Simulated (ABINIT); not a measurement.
## LiH (Fm-3m): G0W0 in ABINIT against the bands in the screening

Aim: move the bands in the screening of a G0W0 run on LiH (Fm-3m) over a wide range.

Method: PBE and many-body steps on it, plane waves, in ABINIT 10.8.3.

This is a report of a sequence of runs, with most program output left out.

The database entry behind the starting cell differs from later determinations by our own check (the deuteride, about 0.2 % short), so it need not match the best structure at ambient conditions.

**1. Set-up**

The structure is cubic, space group Fm-3m (No. 225). Conventional cell: a = 4.074 Å, b = 4.074 Å, c = 4.074 Å, α = 90.00°, β = 90.00°, γ = 90.00°. Nearest to Li lie 6 H at 2.04 Å. Nearest to H lie 6 Li at 2.04 Å. Farther neighbours are not listed.

The cell and positions come from the Crystallography Open Database and are kept as given unless a step says otherwise.

**2. Screening, 8×8×8 mesh, 10 bands, screening to 261.2 eV**

This step: ABINIT 10.8.3; RPA screening on PBE, plane waves, norm-conserving pseudopotentials.

The RPA dielectric matrix is built and inverted for each q.

File run.abi:

```
acell 3*1.0 Angstrom
rprim 
  -0.000000000000 2.036750000000 2.036750000000
  2.036750000000 -0.000000000000 2.036750000000
  2.036750000000 2.036750000000 -0.000000000000
ntypat 2
znucl 3 1
natom 2
typat 1 2
xred 
  0.000000000000 0.000000000000 0.000000000000
  0.500000000000 0.500000000000 0.500000000000
pp_dirpath "pseudos"
pseudos "Li.upf, H.upf"
ecut 33
ngkpt 8 8 8
nshiftk 1
shiftk 0 0 0
kptopt 1
chksymbreak 0
istwfk *1
occopt 1
irdwfk 1
optdriver 3
nband 10
ecuteps 9.6
inclvkb 2
awtr 1
symchi 1
indata_prefix "in"
outdata_prefix "out"
tmpdata_prefix "tmp"
```

The run is started by

```sh
> OMP_NUM_THREADS=1 mpirun -n 4 abinit run.abi > log
```

Run time: 8.6 s. Hardware: 4 MPI ranks of AMD EPYC 7R43, shared host; peak memory 0.53 GiB; 34 s of CPU time.

This step gave:

* ε∞ with local fields, on this mesh, along the program's q direction: 3.986
* the same without local fields: 4.393
* plasma frequency: 18.07 eV
* plane waves in the screening matrix: 169

Local fields lower ε∞ by 9 %.

**3. 10 bands**

This step: G0W0 on PBE, plane waves, norm-conserving pseudopotentials.

Edit run.abi of step 2 so:

```diff
@@ -23,8 +23,17 @@
 irdwfk 1
-optdriver 3
-nband 10
+optdriver 4
+nband 79
+gwcalctyp 0
+ecutsigx 33
+symsigma 1
+nkptgw 2
+kptgw 
+  0.5000000000 0.5000000000 0.0000000000
+  0.0000000000 0.0000000000 0.0000000000
+bdgw 
+  1 5
+  1 6
 ecuteps 9.6
-inclvkb 2
-awtr 1
-symchi 1
+irdscr 1
+ppmodel 1
 indata_prefix "in"
```

Run time: 16 s. Hardware: 4 MPI ranks; peak memory 1.1 GiB; 62 s of CPU time.

This step gave:

| Quantity | Value |
| --- | --- |
| G0W0 gap on the points computed | 4.828 eV |
| starting gap on the mesh | 3.022 eV |
| k of the valence top | 0.5, 0.5, 0 |
| k of the conduction bottom | 0.5, 0.5, 0 |
| Z at the valence top | 0.772 |
| Z at the conduction bottom | 0.813 |
| least direct G0W0 gap on the computed points | 4.828 eV |

**4. Screening, 8×8×8 mesh, 19 bands, screening to 261.2 eV**

This step: RPA screening on PBE, plane waves, norm-conserving pseudopotentials.

Edit run.abi of step 3 so:

```diff
@@ -23,17 +23,8 @@
 irdwfk 1
-optdriver 4
-nband 79
-gwcalctyp 0
-ecutsigx 33
-symsigma 1
-nkptgw 2
-kptgw 
-  0.5000000000 0.5000000000 0.0000000000
-  0.0000000000 0.0000000000 0.0000000000
-bdgw 
-  1 5
-  1 6
+optdriver 3
+nband 19
 ecuteps 9.6
-irdscr 1
-ppmodel 1
+inclvkb 2
+awtr 1
+symchi 1
 indata_prefix "in"
```

Run time: 17 s. Hardware: 4 MPI ranks; peak memory 0.59 GiB.

Numbers from this step:

```yaml
eps_infinity_with_local_fields_on_this_mesh_along_the_program_s_q_direction: 4.003
the_same_without_local_fields: 4.400
plasma_frequency: 18.07 eV
plane_waves_in_the_screening_matrix: 169
```

**5. 19 bands**

The self-energy is evaluated for the states that the input lists, and the levels follow from it, in one-shot runs by the linearised quasiparticle equation.

This step: G0W0 on PBE, plane waves, norm-conserving pseudopotentials.

Edit run.abi of step 4 so:

```diff
@@ -23,8 +23,17 @@
 irdwfk 1
-optdriver 3
-nband 19
+optdriver 4
+nband 79
+gwcalctyp 0
+ecutsigx 33
+symsigma 1
+nkptgw 2
+kptgw 
+  0.5000000000 0.5000000000 0.0000000000
+  0.0000000000 0.0000000000 0.0000000000
+bdgw 
+  1 5
+  1 6
 ecuteps 9.6
-inclvkb 2
-awtr 1
-symchi 1
+irdscr 1
+ppmodel 1
 indata_prefix "in"
```

It took 16 s on 4 MPI ranks; peak memory 1.1 GiB.

Numbers from this step:

```yaml
g0w0_gap_on_the_points_computed: 4.878 eV
starting_gap_on_the_mesh: 3.022 eV
k_of_the_valence_top: 0.5, 0.5, 0
k_of_the_conduction_bottom: 0.5, 0.5, 0
z_at_the_valence_top: 0.772
z_at_the_conduction_bottom: 0.812
least_direct_g0w0_gap_on_the_computed_points: 4.878 eV
```

The gap on the mesh goes from 3.02 eV to 4.88 eV, a correction of +1.86 eV.

**6. Screening, 8×8×8 mesh, 79 bands, screening to 261.2 eV**

This step: RPA screening on PBE, plane waves, norm-conserving pseudopotentials.

Edit run.abi of step 5 so:

```diff
@@ -23,17 +23,8 @@
 irdwfk 1
-optdriver 4
+optdriver 3
 nband 79
-gwcalctyp 0
-ecutsigx 33
-symsigma 1
-nkptgw 2
-kptgw 
-  0.5000000000 0.5000000000 0.0000000000
-  0.0000000000 0.0000000000 0.0000000000
-bdgw 
-  1 5
-  1 6
 ecuteps 9.6
-irdscr 1
-ppmodel 1
+inclvkb 2
+awtr 1
+symchi 1
 indata_prefix "in"
```

Wall time 60 s (4 MPI ranks); peak memory 1 GiB; 4 min of CPU time.

Numbers from this step:

```
ε∞ with local fields, on this mesh, along the program's q direction : 4.009
the same without local fields                                       : 4.404
plasma frequency                                                    : 18.07 eV
plane waves in the screening matrix                                 : 169
```

**7. 79 bands**

This step: G0W0 on PBE, plane waves, norm-conserving pseudopotentials.

Edit run.abi of step 6 so:

```diff
@@ -23,8 +23,17 @@
 irdwfk 1
-optdriver 3
+optdriver 4
 nband 79
+gwcalctyp 0
+ecutsigx 33
+symsigma 1
+nkptgw 2
+kptgw 
+  0.5000000000 0.5000000000 0.0000000000
+  0.0000000000 0.0000000000 0.0000000000
+bdgw 
+  1 5
+  1 6
 ecuteps 9.6
-inclvkb 2
-awtr 1
-symchi 1
+irdscr 1
+ppmodel 1
 indata_prefix "in"
```

Run time: 16 s. Hardware: 4 MPI ranks; peak memory 1.1 GiB.

Numbers from this step:

- G0W0 gap on the points computed: 4.955 eV
- starting gap on the mesh: 3.022 eV
- k of the valence top: 0.5, 0.5, 0
- k of the conduction bottom: 0.5, 0.5, 0
- least direct G0W0 gap on the computed points: 4.955 eV

Against the run before, the gap moves by +0.077 eV.

**8. Screening, 8×8×8 mesh, 181 bands, screening to 261.2 eV**

This step: RPA screening on PBE, plane waves, norm-conserving pseudopotentials.

Edit run.abi of step 7 so:

```diff
@@ -23,17 +23,8 @@
 irdwfk 1
-optdriver 4
-nband 79
-gwcalctyp 0
-ecutsigx 33
-symsigma 1
-nkptgw 2
-kptgw 
-  0.5000000000 0.5000000000 0.0000000000
-  0.0000000000 0.0000000000 0.0000000000
-bdgw 
-  1 5
-  1 6
+optdriver 3
+nband 181
 ecuteps 9.6
-irdscr 1
-ppmodel 1
+inclvkb 2
+awtr 1
+symchi 1
 indata_prefix "in"
```

Wall time 2.3 min (4 MPI ranks); peak memory 1.9 GiB.

Numbers from this step:

```yaml
eps_infinity_with_local_fields_on_this_mesh_along_the_program_s_q_direction: 4.009
the_same_without_local_fields: 4.405
plasma_frequency: 18.07 eV
plane_waves_in_the_screening_matrix: 169
```

**9. 181 bands**

This step: G0W0 on PBE, plane waves, norm-conserving pseudopotentials.

Edit run.abi of step 8 so:

```diff
@@ -23,8 +23,17 @@
 irdwfk 1
-optdriver 3
-nband 181
+optdriver 4
+nband 79
+gwcalctyp 0
+ecutsigx 33
+symsigma 1
+nkptgw 2
+kptgw 
+  0.5000000000 0.5000000000 0.0000000000
+  0.0000000000 0.0000000000 0.0000000000
+bdgw 
+  1 5
+  1 6
 ecuteps 9.6
-inclvkb 2
-awtr 1
-symchi 1
+irdscr 1
+ppmodel 1
 indata_prefix "in"
```

Elapsed: 16 s, on 4 MPI ranks; peak memory 1.1 GiB.

Numbers from this step:

```yaml
g0w0_gap_on_the_points_computed: 4.965 eV
starting_gap_on_the_mesh: 3.022 eV
k_of_the_valence_top: 0.5, 0.5, 0
k_of_the_conduction_bottom: 0.5, 0.5, 0
least_direct_g0w0_gap_on_the_computed_points: 4.965 eV
```

Against the run before, the gap moves by +0.010 eV.

**10. Side by side**

Times are wall times on 4 MPI ranks of AMD EPYC 7R43, shared host, good to a factor of about two. A run's time includes the screening step that it read.

| run | mesh | bands | screening cutoff (eV) | DFT gap (eV) | gap on the mesh (eV) | direct (eV) | ε∞ used | time |
| --- | --- | --- | --- | --- | --- | --- | --- | --- |
| 10 bands | 8×8×8 | 79 | 261.2 | 3.022 | 4.828 | 4.828 | 3.99 | 24 s |
| 19 bands | 8×8×8 | 79 | 261.2 | 3.022 | 4.878 | 4.878 | 4.00 | 33 s |
| 79 bands | 8×8×8 | 79 | 261.2 | 3.022 | 4.955 | 4.955 | 4.01 | 76 s |
| 181 bands | 8×8×8 | 79 | 261.2 | 3.022 | 4.965 | 4.965 | 4.01 | 2.5 min |

**11. Summary of results**

```json
{
  "10 bands": "4.828 eV",
  "19 bands": "4.878 eV",
  "79 bands": "4.955 eV",
  "181 bands": "4.965 eV",
  "known limits": "not at the basis limit"
}
```

In words: The setting moved: bands in the screening. From 10 bands to 181 bands the gap moves by +0.14 eV, for 6.2 times the time. It holds to 0.03 eV from 79 bands on. Bands and screening cutoff are coupled, so a series along one setting does not show full convergence. Bands and cutoff are finite, so the gap is not at the basis limit. The miss can reach some tenths of an eV and take either sign; the mesh is an error of its own. In the first G0W0 run levels were corrected at 2 k points alone, so a gap called «on the mesh» is the least over those, and an edge elsewhere would be missed.

[Paths, hosts, dates, memory and timing lines, banners, echoed tables and standing remarks are left out of the program output.]

[Logs are printed without paths, hosts, clocks, repeated set-up lines and the standing remarks that a program may print on its own settings, such as how far it seeks lower states.]

[Runs of the session that timed out or met a known fault of the program may be left out.]

[No measured gap is set beside runs whose start may be inverted or whose files or cutoffs have a known fault.]

[Hosts, paths, dates, database ids (printed as entryN), source tags and the programs' standing remarks are cut or masked in the printed files.]

[G0W0 gaps are taken among the corrected bands and points alone; a level outside them can change the order at an edge.]

[Where Ansatz stands beside ABINIT at settings called matched, ABINIT's density can come from a denser mesh and the files from another edition; pairs whose starting gaps differed by over 0.03 eV were left out, so agreement reads better than it is.]
